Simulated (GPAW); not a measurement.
# SrCoS3 (model structure): optical spectrum from first principles, part 2 of 2

Aim: the dielectric function of SrCoS3 (model structure), and the optical constants that follow from it. The structure is a model built here, which may or may not match a known phase. It was built so: All O replaced by S in the Pm-3m structure of SrCoO3. The cell given below was relaxed beforehand with Ansatz.

GPAW 26.7.0; DFT, LDA, plane-wave PAW (GPAW data sets), scalar-relativistic, RPA, optical limit.

So far. Step 2 (Ground state): There are states at the Fermi level within the smearing, so the occupations stay smeared and the carriers get a Drude term.

## 4. Dielectric function, RPA

Transitions between filled and empty bands, summed over the zone, give the optical response, so mesh, band count and broadening shape it.

The induced potential is part of this response.

This step: DFT, LDA, plane-wave PAW (GPAW data sets), scalar-relativistic, RPA, optical limit (GPAW 26.7.0).

Input file df.py:

```python
from gpaw.response.df import DielectricFunction

df = DielectricFunction('full.gpw', frequencies={'type': 'nonlinear', 'domega0': 0.03, 'omega2': 8},
                        ecut=80,
                        eta=0.15,
                        nbands=38,
                        rate=0.03,
                        txt='df.txt')
for direction in ['x']:
    df.get_dielectric_function(xc='RPA', direction=direction, filename=f'df_{direction}.csv')
```

On the command line:

```console
$ OMP_NUM_THREADS=1 python df.py
```

The log of the run:

```text
Using integrator: PointIntegrator
NonLinearFrequencyDescriptor(from 0.000 to 50.622 eV, 467 points)
Nonperiodic BCs:  [False False False]
Using integrator: PointIntegrator
NonLinearFrequencyDescriptor(from 0.000 to 50.622 eV, 467 points)
Nonperiodic BCs:  [False False False]
Using integrator: PointIntegrator

Calculating chi0 body with:
    Ground state adapter containing:
    Number of spins: 2
    Number of kpoints: 512
    Number of irreducible kpoints: 35
    Number of completely occupied states: 13
    Number of partially occupied states: 21

    Linear response parametrization:
    q_c: [0.0, 0.0, 0.0]
    Number of frequency points: 467
    Planewave cutoff: 80.0
    Number of bands: 38
    Number of planewaves: 147
    Broadening (eta): 0.15

Integrating chi0 body.

Symmetries of q_c:
    Direct symmetries (Uq -> q): 48
    Indirect symmetries (TUq -> q): 0
In total 48 allowed symmetries.

35 groups of equivalent kpoints. 93.1640625% reduction.

Integral kind: spectral function

Calculating chi0 optical extensions with:
    Ground state adapter containing:
    Number of spins: 2
    Number of kpoints: 512
    Number of irreducible kpoints: 35
    Number of completely occupied states: 13
    Number of partially occupied states: 21

    Linear response parametrization:
    Number of frequency points: 467
    Planewave cutoff: 80.0
    Number of bands: 38
    Number of planewaves: 147
    Broadening (eta): 0.15
Integrating chi0 head and wings.

Symmetries of q_c:
    Direct symmetries (Uq -> q): 48
    Indirect symmetries (TUq -> q): 0
In total 48 allowed symmetries.

35 groups of equivalent kpoints. 93.1640625% reduction.

Integral kind: spectral function wings

Calculating drude chi0 with:
    Number of frequency points:467
    Plasma frequency decay rate: 0.03 eV

    Ground state adapter containing:
    Number of spins: 2
    Number of kpoints: 512
    Number of irreducible kpoints: 35
    Number of completely occupied states: 13
    Number of partially occupied states: 21

Symmetries of q_c:
    Direct symmetries (Uq -> q): 48
    Indirect symmetries (TUq -> q): 0
In total 48 allowed symmetries.

35 groups of equivalent kpoints. 93.1640625% reduction.

Integral kind: intraband
Plasma frequency:
[[5.22+0.j 0.  +0.j 0.  +0.j]
 [0.  +0.j 5.22+0.j 0.  +0.j]
 [0.  +0.j 0.  +0.j 5.22+0.j]]
```

It took 28 s on 1 thread of Arm Neoverse V2, shared host; peak memory 0.73 GiB.

Some rows of df_x.csv (energy; Re and Im without local fields; Re and Im with them):

```text
0.000000, 30443.292040, 0.000000, 30442.803618, 0.000000
0.460735, -135.836357, 87.783445, -136.017203, 87.914672
0.943989, -38.644056, 26.866699, -38.925403, 27.097788
1.451455, -18.245488, 10.515189, -18.641065, 10.781917
1.984998, -7.433983, 6.073339, -8.032488, 6.386674
2.546682, -3.569880, 4.146926, -4.442603, 4.455257
3.138794, -0.372876, 3.033981, -1.460421, 3.093831
3.763875, 1.940205, 2.868450, 0.786894, 2.583315
4.424758, 4.217628, 4.271301, 2.892483, 3.560002
5.124608, 3.235842, 7.020113, 2.515542, 5.339633
5.866977, -0.154031, 5.526058, -0.074314, 4.673920
6.655862, -0.066017, 4.137770, 0.052934, 3.568346
7.495775, 0.752524, 3.798283, 0.690109, 3.214039
8.391833, 1.413379, 4.299459, 1.334774, 3.323973
9.349861, -0.212645, 4.903813, 0.295658, 4.083994
10.376517, -1.194185, 3.930503, -0.503971, 3.436721
11.479449, -1.437878, 2.982872, -0.757269, 2.653755
12.667487, -1.572638, 1.708474, -0.724813, 1.647613
13.950874, -0.876386, 1.206369, -0.352972, 1.282916
```

Sum at mesh points, not converged in k. Im ε, E ∥ x against photon energy; read off at these points:

| photon energy (eV) | Im ε, E ∥ x |
| --- | --- |
| 0.500 | 76.4 |
| 0.750 | 36.9 |
| 1.000 | 25.1 |
| 1.250 | 15.4 |
| 1.500 | 10.1 |
| 1.750 | 7.18 |
| 2.000 | 6.37 |
| 2.250 | 5.67 |
| 2.500 | 4.65 |
| 2.750 | 3.64 |
| 3.000 | 3.35 |
| 3.250 | 2.85 |
| 3.500 | 2.67 |
| 3.750 | 2.60 |
| 4.000 | 2.55 |
| 4.250 | 3.07 |
| 4.500 | 3.79 |
| 4.750 | 4.39 |
| 5.000 | 5.29 |
| 5.250 | 5.81 |
| 5.416 | 6.26 |
| 5.500 | 6.14 |
| 5.750 | 5.35 |
| 6.000 | 4.30 |
| 6.250 | 4.27 |
| 6.500 | 4.10 |
| 6.750 | 3.39 |
| 7.000 | 3.24 |
| 7.250 | 3.34 |
| 7.500 | 3.21 |
| 7.750 | 3.06 |
| 8.000 | 2.95 |
| 8.250 | 3.14 |
| 8.500 | 3.34 |
| 8.750 | 3.59 |
| 9.000 | 4.40 |
| 9.088 | 4.55 |
| 9.250 | 4.29 |
| 9.500 | 3.99 |
| 9.750 | 4.03 |
| 10.000 | 3.85 |
| 10.250 | 3.53 |
| 10.500 | 3.38 |
| 10.750 | 3.10 |
| 11.000 | 2.87 |
| 11.250 | 2.72 |
| 11.500 | 2.64 |
| 11.750 | 2.43 |
| 12.000 | 2.23 |
| 12.250 | 2.03 |
| 12.500 | 1.80 |
| 12.750 | 1.63 |
| 13.000 | 1.57 |
| 13.250 | 1.49 |
| 13.500 | 1.42 |
| 13.750 | 1.39 |
| 14.000 | 1.27 |
| 14.250 | 1.23 |

Values under 1 per cm are given as 1; sum at mesh points, not converged in k. Absorption coefficient, E ∥ x against photon energy:

| photon energy (eV) | absorption coefficient, E ∥ x (1/cm) |
| --- | --- |
| 0.492 | 5.8e5 |
| 1.010 | 6.4e5 |
| 1.486 | 6.6e5 |
| 1.985 | 6.1e5 |
| 2.508 | 6.0e5 |
| 3.018 | 5.2e5 |
| 3.510 | 4.1e5 |
| 3.980 | 3.3e5 |
| 4.516 | 4.5e5 |
| 4.981 | 6.5e5 |
| 5.515 | 9.1e5 |
| 6.021 | 8.7e5 |
| 6.494 | 9.4e5 |
| 6.985 | 8.2e5 |
| 7.496 | 8.7e5 |
| 8.026 | 8.3e5 |
| 8.516 | 9.2e5 |
| 9.023 | 1.2e6 |
| 9.483 | 1.3e6 |
| 10.026 | 1.5e6 |
| 10.519 | 1.5e6 |
| 11.029 | 1.5e6 |
| 11.479 | 1.5e6 |
| 12.023 | 1.6e6 |
| 12.504 | 1.5e6 |
| 13.000 | 1.4e6 |
| 13.512 | 1.3e6 |
| 14.040 | 1.3e6 |

Sum at mesh points, not converged in k. The Im ε, E ∥ x by photon energy; read off at these points:

| photon energy (eV) | without local fields | with local fields |
| --- | --- | --- |
| 0.500 | 76.2 | 76.4 |
| 0.750 | 36.8 | 36.9 |
| 1.000 | 24.9 | 25.1 |
| 1.250 | 15.1 | 15.4 |
| 1.500 | 9.86 | 10.1 |
| 1.750 | 6.87 | 7.18 |
| 2.000 | 6.05 | 6.37 |
| 2.250 | 5.36 | 5.67 |
| 2.500 | 4.34 | 4.65 |
| 2.750 | 3.47 | 3.64 |
| 3.000 | 3.24 | 3.35 |
| 3.250 | 2.85 | 2.85 |
| 3.500 | 2.86 | 2.67 |
| 3.750 | 2.88 | 2.60 |
| 4.000 | 2.94 | 2.55 |
| 4.250 | 3.62 | 3.07 |
| 4.500 | 4.58 | 3.79 |
| 4.750 | 5.58 | 4.39 |
| 5.000 | 6.90 | 5.29 |
| 5.250 | 7.60 | 5.81 |
| 5.367 | 7.94 | 6.22 |
| 5.416 | 7.87 | 6.26 |
| 5.500 | 7.53 | 6.14 |
| 5.750 | 6.30 | 5.35 |
| 6.000 | 5.17 | 4.30 |
| 6.250 | 5.17 | 4.27 |
| 6.500 | 4.78 | 4.10 |
| 6.750 | 3.94 | 3.39 |
| 7.000 | 3.85 | 3.24 |
| 7.250 | 3.96 | 3.34 |
| 7.500 | 3.80 | 3.21 |
| 7.750 | 3.61 | 3.06 |
| 8.000 | 3.66 | 2.95 |
| 8.250 | 4.12 | 3.14 |
| 8.500 | 4.33 | 3.34 |
| 8.750 | 4.80 | 3.59 |
| 9.000 | 5.63 | 4.40 |
| 9.088 | 5.61 | 4.55 |
| 9.250 | 5.11 | 4.29 |
| 9.500 | 4.83 | 3.99 |
| 9.750 | 4.84 | 4.03 |
| 10.000 | 4.49 | 3.85 |
| 10.250 | 4.02 | 3.53 |
| 10.500 | 3.79 | 3.38 |
| 10.750 | 3.47 | 3.10 |
| 11.000 | 3.23 | 2.87 |
| 11.250 | 3.10 | 2.72 |
| 11.500 | 2.96 | 2.64 |
| 11.750 | 2.68 | 2.43 |
| 12.000 | 2.45 | 2.23 |
| 12.250 | 2.33 | 2.03 |
| 12.500 | 1.96 | 1.80 |
| 12.750 | 1.62 | 1.63 |
| 13.000 | 1.47 | 1.57 |
| 13.250 | 1.31 | 1.49 |
| 13.500 | 1.30 | 1.42 |
| 13.750 | 1.25 | 1.39 |
| 14.000 | 1.20 | 1.27 |
| 14.250 | 1.13 | 1.23 |

Sum at mesh points, not converged in k. Table of reflectivity at normal incidence, E ∥ x by photon energy; read off at these points:

photon energy (eV), reflectivity at normal incidence, E ∥ x (%) and a bar from the least value:
```
     0.50       91.0 ##############################
     1.00       83.5 ###########################
     1.50       80.0 ##########################
     2.00       67.9 #####################
     2.50       58.8 ##################
     3.00       42.3 ###########
     3.50       22.4 ###
     4.00       13.6 
     4.50       19.2 ##
     5.00       25.2 ####
     5.50       31.1 #######
     5.77       31.9 #######
     6.00       27.7 #####
     6.50       28.0 ######
     7.00       21.1 ###
     7.50       20.6 ###
     8.00       17.7 ##
     8.50       18.9 ##
     9.00       23.9 ####
     9.50       26.2 #####
    10.00       29.1 ######
    10.50       30.2 ######
    11.00       30.5 #######
    11.50       30.6 #######
    12.00       32.5 #######
    12.50       33.0 ########
    13.00       28.7 ######
    13.50       25.9 #####
    14.00       24.4 ####
```

Sum at mesh points, not converged in k. Loss function −Im 1/ε at q → 0, E ∥ x against energy loss; read off at these points:

energy loss (eV), loss function −Im 1/ε at q → 0, E ∥ x and a bar:
```
    0.500      0.004 
    0.750      0.008 
    1.000      0.013 
    1.250      0.017 #
    1.500      0.025 #
    1.750      0.038 #
    2.000      0.062 ##
    2.250      0.080 ###
    2.500      0.108 ####
    2.750      0.158 ######
    3.000      0.224 ########
    3.250      0.312 ############
    3.500      0.374 ##############
    3.750      0.355 ##############
    4.000      0.264 ##########
    4.250      0.197 #######
    4.500      0.167 ######
    4.750      0.148 ######
    5.000      0.152 ######
    5.250      0.147 ######
    5.500      0.159 ######
    5.750      0.187 #######
    6.000      0.232 #########
    6.250      0.231 #########
    6.500      0.244 #########
    6.750      0.293 ###########
    7.000      0.298 ###########
    7.250      0.286 ###########
    7.500      0.298 ###########
    7.750      0.307 ############
    7.847      0.312 ############
    8.000      0.301 ###########
    8.250      0.267 ##########
    8.500      0.258 ##########
    8.750      0.234 #########
    9.000      0.209 ########
    9.250      0.232 #########
    9.500      0.249 #########
    9.750      0.248 #########
   10.000      0.258 ##########
   10.250      0.277 ###########
   10.500      0.287 ###########
   10.750      0.307 ############
   11.000      0.327 ############
   11.250      0.345 #############
   11.500      0.349 #############
   11.750      0.367 ##############
   12.000      0.385 ###############
   12.250      0.421 ################
   12.500      0.453 #################
   12.750      0.527 ####################
   13.000      0.562 ######################
   13.250      0.600 #######################
   13.500      0.649 #########################
   13.750      0.658 #########################
   14.000      0.736 ############################
   14.250      0.782 ##############################
```

Optical constants at common wavelengths, from n + ik = √ε:

| wavelength (nm) | n | k | R (%) | 1/α |
| --- | --- | --- | --- | --- |
| 1550 | 2.25 | 7.519 | 86.6 | 16 nm |
| 1064 | 1.66 | 5.676 | 83.1 | 15 nm |
| 800 | 1.14 | 4.176 | 79.3 | 15 nm |
| 532 | 1.01 | 2.589 | 62.4 | 16 nm |
| 405 | 0.99 | 1.645 | 40.6 | 20 nm |
| 365 | 1.09 | 1.238 | 26.2 | 23 nm |
| 308 | 1.59 | 0.813 | 13.7 | 30 nm |

In reflection the computed colour is faintly yellow: x = 0.333, y = 0.351, luminous reflectivity 63 %.

## 5. Outcome

**Reading.** At this level (LDA, RPA) SrCoS3 is a metal. The mesh is too coarse to trust the carriers' weight, the reflectivity or the colour to better than tens of per cent. In reflection the computed colour is faintly yellow: x = 0.333, y = 0.351, luminous reflectivity 63 %. The carriers' damping of 0.03 eV is typed, not computed; it shapes the response at the lowest energies. The magnetic state comes from one start and need not be the lowest. The curves end at 14 eV, about where the summed bands run out. In this version of GPAW the matrix elements of the optical limit are incomplete, which can lower ε − 1 by up to a tenth where first-row anions or d states rule, and shift it by more in d metals. GPAW's carrier term has the form −ωp²/(ω + i·rate)², which damps like twice the rate and fails at low energy, so the curves leave the lowest energies out. The sum runs over mesh points 0.18 Å⁻¹ apart with no interpolation, so peaks are partly noise of the mesh, and the Drude plasma energy, a sum over the Fermi surface, isn't converged.

[Machine, clock and banner lines and Python warnings are left out of the logs.]

[Logs are printed without paths, hosts, clocks, repeated set-up lines and the standing remarks that a program may print on its own settings, such as how far it seeks lower states.]

[Hosts, paths, dates, database ids (printed as entryN), source tags and the programs' standing remarks are cut or masked in the printed files.]
